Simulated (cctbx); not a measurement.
**Nd2Be9In3 across an absorption edge**

Space group Pnnm (no. 58), a = 10.0700 Å, b = 16.5500 Å, c = 4.9930 Å, α = 90.00°, β = 90.00°, γ = 90.00°.

| atom | mult. | x | y | z | Ueq (Å²) |
| --- | --- | --- | --- | --- | --- |
| Nd1 | 2 | 0 | 1/2 | 0 | 0.0232 |
| Nd2 | 2 | 0 | 0 | 0 | 0.0281 |
| Nd3 | 4 | 0.3777 | 0.7665 | 0 | 0.0169 |
| In1 | 4 | 0.4575 | 0.5914 | 0 | 0.0204 |
| In2 | 4 | 0.0823 | 0.6968 | 0 | 0.0262 |
| In3 | 4 | 0.3064 | 0.9507 | 0 | 0.0155 |
| Be1 | 4 | 0.2930 | 0.2201 | 0 | 0.0304 |
| Be2 | 4 | 0.2942 | 0.4652 | 0 | 0.0620 |
| Be3 | 4 | 0.0750 | 0.1706 | 0 | 0.0596 |
| Be4 | 8 | 0.7557 | 0.4036 | 0.7390 | 0.0522 |
| Be5 | 4 | 0.4518 | 0.0969 | 0 | 0.0508 |
| Be6 | 4 | 0.1545 | 0.3447 | 0 | 0.0532 |
| Be7 | 8 | 0.8598 | 0.1623 | 0.7615 | 0.0444 |

The model is made up (kin elements in a known structure type, no relaxation), so it says nothing on whether the phase exists.

Calculated with cctbx: free-atom f′ and f″ from the Sasaki tables, no fine structure; amplitudes in electrons.

```
E (eV)  F 0 4 0  F 2 1 0  F 1 2 1  F 1 2 0
  5608    292.0    113.4     68.5     23.0
  5958    276.6    104.9     53.0     21.9
  6088    264.0     98.1     41.9     20.9
  6148    252.0     91.8     32.2     20.0
  6178    241.1     86.0     24.5     19.2
  6193    229.7     80.0     18.7     18.3
  6200    219.5     74.6     17.4     17.5
  6204    208.5     68.8     21.0     16.7
  6212    218.5     74.5     32.9     17.5
  6216    230.1     80.4     29.8     18.3
  6223    240.5     85.7     30.3     19.1
  6238    251.7     91.5     34.0     20.0
  6268    262.4     97.1     39.7     20.8
  6358    276.2    104.2     48.8     21.9
  6608    281.4    106.8     51.9     22.3
```

**Question.** Which edge is crossed, and why do the reflections move as they do?

The L3 edge of Nd. The edge is at 6208 eV. f′ of Nd falls from -11.8 e at 6088 eV to -19.3 e at 4 eV below it, and f″ steps from 3.56 to 10.63 e across it. Over that approach |F| changes by -21 % (0 4 0), -30 % (2 1 0), -50 % (1 2 1) and -20 % (1 2 0): a reflection falls where Nd scatters in phase with the total and rises where it scatters against it; it hardly moves where the Nd term is small or cancels by symmetry. Above the edge the larger f″ enters the imaginary part, where it can add to or cancel the other atoms' f″. The structure is centrosymmetric, so Friedel mates stay equal.

[Logs are printed without paths, hosts, clocks, repeated set-up lines and the standing remarks that a program may print on its own settings, such as how far it seeks lower states.]
